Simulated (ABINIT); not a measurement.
# Quasiparticle gap of H3BrO (Cm) in ABINIT, part 2 of 3

Wanted: ground state, empty states, screening and self-energy for H3BrO (Cm).

ABINIT 10.8.3; PBEsol and many-body steps on it, plane waves. Known limits of the many-body steps: not at the basis limit; screening head approximate; coarse k mesh.

So far. Step 2 (Ground state): The gap is direct, at Γ.

**3. Bands along the symmetry lines**

Level of this step: DFT, PBEsol with spin-orbit coupling, plane waves, norm-conserving pseudopotentials (ABINIT).

Levels along a band path, at the cheap level, show where the edges lie and whether the meshes to come will hold them.

run.abi reads:

```
acell 3*1.0 Angstrom
rprim 
  3.486419000000 -2.476209000000 0.000000000000
  3.486419000000 2.476209000000 -0.000000000000
  -1.714341000000 -0.000000000000 4.084576000000
ntypat 3
znucl 1 35 8
natom 5
typat 1 1 1 2 3
xred 
  0.314472000000 0.314472000000 0.352441000000
  0.642675000000 0.307942000000 0.680036000000
  0.307942000000 0.642675000000 0.680036000000
  0.016087000000 0.016087000000 0.988660000000
  0.460242000000 0.460242000000 0.536286000000
pp_dirpath "pseudos"
pseudos "H.upf, Br.upf, O.upf"
ecut 36
nspinor 2
iscf -2
irdden 1
kptopt 0
nkpt 40
kpt 
  0.00000000 0.00000000 0.00000000
  -0.09958180 0.09958180 0.00000000
  -0.19916360 0.19916360 0.00000000
  -0.29874541 0.29874541 0.00000000
  -0.39832721 0.39832721 0.00000000
  0.39832721 0.60167279 0.00000000
  0.42374541 0.57625459 0.00000000
  0.44916360 0.55083639 0.00000000
  0.47458180 0.52541820 0.00000000
  0.50000000 0.50000000 0.00000000
  0.37500000 0.37500000 0.00000000
  0.25000000 0.25000000 0.00000000
  0.12500000 0.12500000 0.00000000
  0.00000000 0.00000000 0.00000000
  0.12500000 0.12500000 -0.12500000
  0.25000000 0.25000000 -0.25000000
  0.37500000 0.37500000 -0.37500000
  0.50000000 0.50000000 -0.50000000
  0.45199221 0.54800779 -0.50000000
  0.40398443 0.59601557 -0.50000000
  0.35597665 0.64402335 -0.50000000
  0.30796886 0.69203114 -0.50000000
  -0.30796886 0.30796886 -0.50000000
  -0.23097665 0.23097665 -0.50000000
  -0.15398443 0.15398443 -0.50000000
  -0.07699222 0.07699222 -0.50000000
  0.00000000 0.00000000 -0.50000000
  0.00000000 0.00000000 -0.37500000
  0.00000000 0.00000000 -0.25000000
  0.00000000 0.00000000 -0.12500000
  0.00000000 0.00000000 0.00000000
  0.00000000 0.50000000 -0.50000000
  0.00000000 0.37500000 -0.37500000
  0.00000000 0.25000000 -0.25000000
  0.00000000 0.12500000 -0.12500000
  0.00000000 0.00000000 0.00000000
  0.00000000 0.12500000 0.00000000
  0.00000000 0.25000000 0.00000000
  0.00000000 0.37500000 0.00000000
  -0.00000000 0.50000000 0.00000000
istwfk *1
nband 32
nbdbuf 6
tolwfr 1e-08
nstep 40
prtwf 0
prtvol 0
indata_prefix "in"
outdata_prefix "out"
tmpdata_prefix "tmp"
```

Command:

```sh
$ OMP_NUM_THREADS=1 mpirun -n 8 abinit run.abi > log
```

Numbers of over 12 decimals in the logs are rounded to 6 here.

Output:

```text
.Version 10.8.3 of ABINIT. v10.8.2 released Aug 2026.

 Symmetries : space group Cm (#  8); Bravais mC (1-face-center monocl.)
[... echo of the input left out ...]
== DATASET  1 ==================================================================
-   mpi_nproc: 8, omp_nthreads: 1 (-1 if OMP is not activated)

--- !DatasetInfo
iteration_state: {dtset: 1, }
dimensions: {natom: 5, nkpt: 40, mband: 32, nsppol: 1, nspinor: 2, nspden: 1, mpw: 4934, }
cutoff_energies: {ecut:  36.0, pawecutdg:  -1.0, }
electrons: {nelect:   1.60000000E+01, charge:   0.00000000E+00, occopt:   1.00000000E+00, tsmear:   1.00000000E-02, }

 Real(R)+Recip(G) space primitive vectors, cartesian coordinates (Bohr,Bohr^-1):
 R(1)=  6.5883771 -4.6793568  0.0000000  G(1)=  0.0758912 -0.1068523  0.0318524
 R(2)=  6.5883771  4.6793568  0.0000000  G(2)=  0.0758912  0.1068523  0.0318524
 R(3)= -3.2396350  0.0000000  7.7187300  G(3)=  0.0000000  0.0000000  0.1295550
 Unit cell volume ucvol=  4.7592712E+02 bohr^3
 Angles (23,13,12)=  1.08392306E+02  1.08392306E+02  7.07681090E+01 degrees

 getcut: wavevector=  0.0000  0.0000  0.0000  ngfft=  45  45  48
         ecut(hartree)=     36.000   => boxcut(ratio)=   2.01608

--- Pseudopotential description ------------------------------------------------
- H Generated using ONCVPSP code by D. R. Hamann
-  1.00000   1.00000  180509                  znucl, zion, pspdat
12 -116133 1 -1 1180                          pspcod,pspxc,lmax,lloc,mmax
     nproj     2     2     0     0
     spin-orbit psp
        nprojso     2     0     0
  pspatm : epsatm=    0.35588979
         --- l  ekb(1:nproj) -->
             0   -1.674936   -0.523615
             1   -0.494138   -0.000000
  spin-orbit 1    0.000425   -0.000168
 pspatm: atomic psp has been read  and splines computed

- Br Generated using ONCVPSP code by D. R. Hamann
- 35.00000   7.00000  180509                  znucl, zion, pspdat
12 -116133 2 -1 1110                          pspcod,pspxc,lmax,lloc,mmax
     nproj     2     3     3     0
     spin-orbit psp
        nprojso     4     4     0
  pspatm : epsatm=   10.95331152
         --- l  ekb(1:nproj) -->
             0    0.897480    8.508361
             1    5.397627    0.895511    0.010517
             2    2.538838    0.395336    0.000606
  spin-orbit 1    0.408434   -0.256546    0.061347   -0.000368
  spin-orbit 2    0.104500   -0.012246    0.005468   -0.000075
 pspatm: atomic psp has been read  and splines computed

- O Generated using ONCVPSP code by D. R. Hamann
-  8.00000   6.00000  180509                  znucl, zion, pspdat
12 -116133 2 -1 936                           pspcod,pspxc,lmax,lloc,mmax
     nproj     2     2     2     0
     spin-orbit psp
        nprojso     2     2     0
  pspatm : epsatm=    6.23093634
         --- l  ekb(1:nproj) -->
[...]
spin-orbit 1    0.006525    0.002082
  spin-orbit 2   -0.000426    0.000283
[...]
Non-SCF case, kpt   39 (  0.00000  0.37500  0.00000), residuals and eigenvalues=
[...]
4.2410E-01  4.2418E-01
 Non-SCF case, kpt   40 ( -0.00000  0.50000  0.00000), residuals and eigenvalues=
[...]
2.6077E-01  2.6077E-01  2.7702E-01  2.7702E-01  2.8682E-01  2.8682E-01
  3.0242E-01  3.0242E-01  3.1871E-01  3.1871E-01  3.8723E-01  3.8723E-01
  4.2633E-01  4.2637E-01

--- !ResultsGS
iteration_state: {dtset: 1, }
comment   : Summary of ground state results
lattice_vectors:
- [  6.5883771,  -4.6793568,   0.0000000, ]
- [  6.5883771,   4.6793568,  -0.0000000, ]
- [ -3.2396350,  -0.0000000,   7.7187300, ]
lattice_lengths: [   8.08103,    8.08103,    8.37102, ]
lattice_angles: [108.392, 108.392,  70.768, ] # degrees, (23, 13, 12)
lattice_volume:   4.7592712E+02
convergence: {deltae:  0.000E+00, res2:  0.000E+00, residm:  9.983E-09, diffor:  0.000E+00, }
etotal    :  -3.39995865E+01
entropy   :   0.00000000E+00
fermie    :  -5.30472101E-02
cartesian_stress_tensor: null
pressure_GPa: null
xred      :
- [  3.1447E-01,   3.1447E-01,   3.5244E-01,  H]
- [  6.4268E-01,   3.0794E-01,   6.8004E-01,  H]
- [  3.0794E-01,   6.4268E-01,   6.8004E-01,  H]
- [  1.6087E-02,   1.6087E-02,   9.8866E-01, Br]
- [  4.6024E-01,   4.6024E-01,   5.3629E-01,  O]
cartesian_forces: null
force_length_stats: {min: null, max: null, mean: null, }

 Integrated electronic density in atomic spheres:
 ------------------------------------------------
 Atom  Sphere_radius  Integrated_density
[...]
================================================================================

 ----iterations are completed or convergence reached----

 Mean square residual over all n,k,spin=   41.545E-10; max=  99.832E-10
 reduced coordinates (array xred) for    5 atoms
[...]
0.016087000000      0.016087000000      0.988660000000
       0.460242000000      0.460242000000      0.536286000000

 cartesian coordinates (angstrom) at end:
    1      1.588558     0.000000     1.439572
    2      2.148436    -0.828869     2.777659
    3      2.148436     0.828869     2.777659
    4     -1.582728     0.000000     4.038257
    5      2.289816     0.000000     2.190501
 length scales=  1.889726125908  1.889726125908  1.889726125908 bohr
              =  1.000000000000  1.000000000000  1.000000000000 angstroms
 prteigrs : about to open file out_EIG
 Eigenvalues (hartree) for nkpt=  40  k points:
 kpt#   1, nband= 32, wtk=  1.00000, kpt=  0.0000  0.0000  0.0000 (reduced coord)
[...]
kpt#   2, nband= 32, wtk=  1.00000, kpt= -0.0996  0.0996  0.0000 (reduced coord)
[...]
kpt#   3, nband= 32, wtk=  1.00000, kpt= -0.1992  0.1992  0.0000 (reduced coord)
[...]
kpt#  39, nband= 32, wtk=  1.00000, kpt=  0.0000  0.3750  0.0000 (reduced coord)
[...]
kpt#  40, nband= 32, wtk=  1.00000, kpt=  0.0000  0.5000  0.0000 (reduced coord)
[...]
0.19265    0.19265    0.26077    0.26077    0.27702    0.27702    0.28682    0.28682
   0.30242    0.30242    0.31871    0.31871    0.38723    0.38723    0.42633    0.42637

== END DATASET(S) ==============================================================
================================================================================

 -outvars: echo values of variables after computation  --------
            nband          32
             nkpt          40
          spgroup           8
 [... the other variables as echoed above ...]

 Calculation completed.
```

It took 30 s on 8 MPI ranks of Arm Neoverse V2, shared host; peak memory 0.75 GiB; 4 min of CPU time.

This step gave:

```yaml
gap: 4.247 eV
k_of_the_valence_top: 0, 0, 0
k_of_the_conduction_bottom: 0, 0, 0
least_direct_gap: 4.247 eV
```

The gap is 4.247 eV, as in the run before at this level.

The electronic bands at the labelled points (eV, zero at the top of the highest filled band; v1 is the highest filled band, c1 the lowest empty one):

```
     point     v4     v3     v2     v1    c1    c2    c3    c4
         Γ  -0.45  -0.45   0.00   0.00  4.25  4.25  8.12  8.12
   halfway  -0.77  -0.65  -0.29  -0.27  6.03  6.05  8.12  8.13
         C  -1.03  -0.76  -0.51  -0.44  6.64  6.68  7.27  7.27
jump to C2  -1.03  -0.76  -0.51  -0.44  6.64  6.68  7.27  7.27
   halfway  -0.90  -0.76  -0.52  -0.46  6.26  6.28  7.25  7.25
        Y2  -0.80  -0.80  -0.49  -0.49  6.13  6.13  7.25  7.25
   halfway  -0.73  -0.68  -0.35  -0.30  5.68  5.71  7.76  7.76
         Γ  -0.45  -0.45   0.00   0.00  4.25  4.25  8.12  8.12
   halfway  -0.74  -0.73  -0.69  -0.69  5.70  5.70  8.76  8.77
        M2  -1.11  -1.11  -0.97  -0.97  6.47  6.47  8.60  8.60
   halfway  -1.16  -1.00  -0.88  -0.81  6.69  6.71  7.95  7.96
         D  -1.04  -0.86  -0.74  -0.61  6.81  6.84  7.65  7.66
jump to D2  -1.04  -0.86  -0.74  -0.61  6.81  6.84  7.65  7.66
   halfway  -0.81  -0.64  -0.37  -0.33  7.11  7.14  7.55  7.61
         A  -0.67  -0.67  -0.12  -0.12  6.72  6.72  8.36  8.36
   halfway  -0.61  -0.60  -0.09  -0.07  5.45  5.47  8.09  8.10
         Γ  -0.45  -0.45   0.00   0.00  4.25  4.25  8.12  8.12
jump to L2  -0.82  -0.82  -0.37  -0.37  6.02  6.02  7.41  7.41
   halfway  -0.76  -0.73  -0.26  -0.21  5.67  5.70  7.81  7.81
         Γ  -0.45  -0.45   0.00   0.00  4.25  4.25  8.12  8.12
   halfway  -0.69  -0.67  -0.15  -0.13  5.47  5.48  8.28  8.29
        V2  -0.76  -0.76  -0.20  -0.20  6.69  6.69  8.54  8.54
```

**4. Empty states on the mesh, 2×2×2 mesh, 92 bands**

The sums over transitions need many empty states on a uniform mesh; this step solves for them.

run.abi reads:

```
acell 3*1.0 Angstrom
rprim 
  3.486419000000 -2.476209000000 0.000000000000
  3.486419000000 2.476209000000 -0.000000000000
  -1.714341000000 -0.000000000000 4.084576000000
ntypat 3
znucl 1 35 8
natom 5
typat 1 1 1 2 3
xred 
  0.314472000000 0.314472000000 0.352441000000
  0.642675000000 0.307942000000 0.680036000000
  0.307942000000 0.642675000000 0.680036000000
  0.016087000000 0.016087000000 0.988660000000
  0.460242000000 0.460242000000 0.536286000000
pp_dirpath "pseudos"
pseudos "H.upf, Br.upf, O.upf"
ecut 36
nspinor 2
ngkpt 2 2 2
nshiftk 1
shiftk 0 0 0
kptopt 1
chksymbreak 0
iscf -2
irdden 1
istwfk *1
nband 92
nbdbuf 8
tolwfr 1e-09
nstep 60
prtvol 0
indata_prefix "in"
outdata_prefix "out"
tmpdata_prefix "tmp"
```

Output:

```text
.Version 10.8.3 of ABINIT. v10.8.2 released Aug 2026.

 Symmetries : space group Cm (#  8); Bravais mC (1-face-center monocl.)
[... echo of the input left out ...]
== DATASET  1 ==================================================================
-   mpi_nproc: 8, omp_nthreads: 1 (-1 if OMP is not activated)
-    --> not optimal distribution: autoparal keyword recommended in input file <--

--- !DatasetInfo
iteration_state: {dtset: 1, }
dimensions: {natom: 5, nkpt: 6, mband: 92, nsppol: 1, nspinor: 2, nspden: 1, mpw: 4928, }
cutoff_energies: {ecut:  36.0, pawecutdg:  -1.0, }
electrons: {nelect:   1.60000000E+01, charge:   0.00000000E+00, occopt:   1.00000000E+00, tsmear:   1.00000000E-02, }

 Real(R)+Recip(G) space primitive vectors, cartesian coordinates (Bohr,Bohr^-1):
 R(1)=  6.5883771 -4.6793568  0.0000000  G(1)=  0.0758912 -0.1068523  0.0318524
 R(2)=  6.5883771  4.6793568  0.0000000  G(2)=  0.0758912  0.1068523  0.0318524
 R(3)= -3.2396350  0.0000000  7.7187300  G(3)=  0.0000000  0.0000000  0.1295550
 Unit cell volume ucvol=  4.7592712E+02 bohr^3
 Angles (23,13,12)=  1.08392306E+02  1.08392306E+02  7.07681090E+01 degrees

 getcut: wavevector=  0.0000  0.0000  0.0000  ngfft=  45  45  48
         ecut(hartree)=     36.000   => boxcut(ratio)=   2.01608

--- Pseudopotential description ------------------------------------------------
- H Generated using ONCVPSP code by D. R. Hamann
-  1.00000   1.00000  180509                  znucl, zion, pspdat
12 -116133 1 -1 1180                          pspcod,pspxc,lmax,lloc,mmax
     nproj     2     2     0     0
     spin-orbit psp
        nprojso     2     0     0
  pspatm : epsatm=    0.35588979
         --- l  ekb(1:nproj) -->
             0   -1.674936   -0.523615
             1   -0.494138   -0.000000
  spin-orbit 1    0.000425   -0.000168
 pspatm: atomic psp has been read  and splines computed

- Br Generated using ONCVPSP code by D. R. Hamann
- 35.00000   7.00000  180509                  znucl, zion, pspdat
12 -116133 2 -1 1110                          pspcod,pspxc,lmax,lloc,mmax
     nproj     2     3     3     0
     spin-orbit psp
        nprojso     4     4     0
  pspatm : epsatm=   10.95331152
         --- l  ekb(1:nproj) -->
             0    0.897480    8.508361
             1    5.397627    0.895511    0.010517
             2    2.538838    0.395336    0.000606
  spin-orbit 1    0.408434   -0.256546    0.061347   -0.000368
  spin-orbit 2    0.104500   -0.012246    0.005468   -0.000075
 pspatm: atomic psp has been read  and splines computed

- O Generated using ONCVPSP code by D. R. Hamann
-  8.00000   6.00000  180509                  znucl, zion, pspdat
12 -116133 2 -1 936                           pspcod,pspxc,lmax,lloc,mmax
     nproj     2     2     2     0
     spin-orbit psp
        nprojso     2     2     0
  pspatm : epsatm=    6.23093634
         --- l  ekb(1:nproj) -->
[...]
prteigrs : about to open file out_EIG
 Non-SCF case, kpt    1 (  0.00000  0.00000  0.00000), residuals and eigenvalues=
  4.08E-10  8.30E-10  1.41E-10  2.44E-10  9.11E-10  9.94E-10  1.34E-10  6.32E-10
  1.27E-10  5.19E-10  1.11E-10  6.25E-10  1.01E-10  7.55E-10  1.29E-10  8.56E-10
  2.57E-10  6.73E-10  2.71E-10  4.20E-10  6.79E-11  1.08E-10  4.26E-10  4.33E-10
[...]
1.19E-07  6.37E-05  3.01E-05  2.24E-04
 -8.3989E-01 -8.3989E-01 -5.2253E-01 -5.2253E-01 -3.6854E-01 -3.6854E-01
 -3.6542E-01 -3.6542E-01 -1.9680E-01 -1.9680E-01 -8.3880E-02 -8.3880E-02
 -6.9594E-02 -6.9594E-02 -5.3047E-02 -5.3047E-02  1.0304E-01  1.0304E-01
[...]
1.1635E+00  1.1635E+00  1.1854E+00  1.1854E+00  1.2046E+00  1.2046E+00
  1.2071E+00  1.2071E+00  1.2384E+00  1.2385E+00  1.2407E+00  1.2408E+00
  1.2538E+00  1.2554E+00
 prteigrs : prtvol=0 or 1, do not print more k-points.

--- !ResultsGS
iteration_state: {dtset: 1, }
comment   : Summary of ground state results
lattice_vectors:
- [  6.5883771,  -4.6793568,   0.0000000, ]
- [  6.5883771,   4.6793568,  -0.0000000, ]
- [ -3.2396350,  -0.0000000,   7.7187300, ]
lattice_lengths: [   8.08103,    8.08103,    8.37102, ]
lattice_angles: [108.392, 108.392,  70.768, ] # degrees, (23, 13, 12)
lattice_volume:   4.7592712E+02
convergence: {deltae:  0.000E+00, res2:  0.000E+00, residm:  9.975E-10, diffor:  0.000E+00, }
etotal    :  -3.39995865E+01
entropy   :   0.00000000E+00
fermie    :  -5.30472101E-02
cartesian_stress_tensor: null
pressure_GPa: null
xred      :
- [  3.1447E-01,   3.1447E-01,   3.5244E-01,  H]
- [  6.4268E-01,   3.0794E-01,   6.8004E-01,  H]
- [  3.0794E-01,   6.4268E-01,   6.8004E-01,  H]
- [  1.6087E-02,   1.6087E-02,   9.8866E-01, Br]
- [  4.6024E-01,   4.6024E-01,   5.3629E-01,  O]
cartesian_forces: null
force_length_stats: {min: null, max: null, mean: null, }

 Integrated electronic density in atomic spheres:
 ------------------------------------------------
 Atom  Sphere_radius  Integrated_density
[...]
================================================================================

 ----iterations are completed or convergence reached----

 Mean square residual over all n,k,spin=   41.742E-11; max=  99.748E-11
 reduced coordinates (array xred) for    5 atoms
[...]
0.016087000000      0.016087000000      0.988660000000
       0.460242000000      0.460242000000      0.536286000000

 cartesian coordinates (angstrom) at end:
[...]
5      2.289816     0.000000     2.190501
 length scales=  1.889726125908  1.889726125908  1.889726125908 bohr
              =  1.000000000000  1.000000000000  1.000000000000 angstroms
 prteigrs : about to open file out_EIG
 Eigenvalues (hartree) for nkpt=   6  k points:
 kpt#   1, nband= 92, wtk=  0.12500, kpt=  0.0000  0.0000  0.0000 (reduced coord)
[...]
1.11291    1.11291    1.11431    1.11431    1.14394    1.14394    1.16354    1.16354
   1.18537    1.18537    1.20464    1.20464    1.20713    1.20713    1.23837    1.23854
   1.24067    1.24078    1.25381    1.25543
 prteigrs : prtvol=0 or 1, do not print more k-points.

== END DATASET(S) ==============================================================
================================================================================

 -outvars: echo values of variables after computation  --------
            nband          92
             nkpt           6
          spgroup           8
 [... the other variables as echoed above ...]

 Calculation completed.
```

The job ended after 32 s (8 MPI ranks; peak memory 0.68 GiB).

This step gave:

```
gap                                                           : 4.247 eV
k of the valence top                                          : 0, 0, 0
k of the conduction bottom                                    : 0, 0, 0
least direct gap                                              : 4.247 eV
k points computed                                             : 6
lowest point of the top converged band, above the valence top : 30.75 eV
```

On this mesh the gap is 4.247 eV.

(Continued in part 3 of 3.)

[Paths, hosts, dates, memory and timing lines, banners, echoed tables and standing remarks are left out of the program output.]

[Logs are printed without paths, hosts, clocks, repeated set-up lines and the standing remarks that a program may print on its own settings, such as how far it seeks lower states.]

[Runs of the session that timed out or met a known fault of the program may be left out.]

[Hosts, paths, dates, database ids (printed as entryN), source tags and the programs' standing remarks are cut or masked in the printed files.]

[G0W0 gaps are taken among the corrected bands and points alone; a level outside them can change the order at an edge.]

[Where Ansatz stands beside ABINIT at settings called matched, ABINIT's density can come from a denser mesh and the files from another edition; pairs whose starting gaps differed by over 0.03 eV were left out, so agreement reads better than it is.]
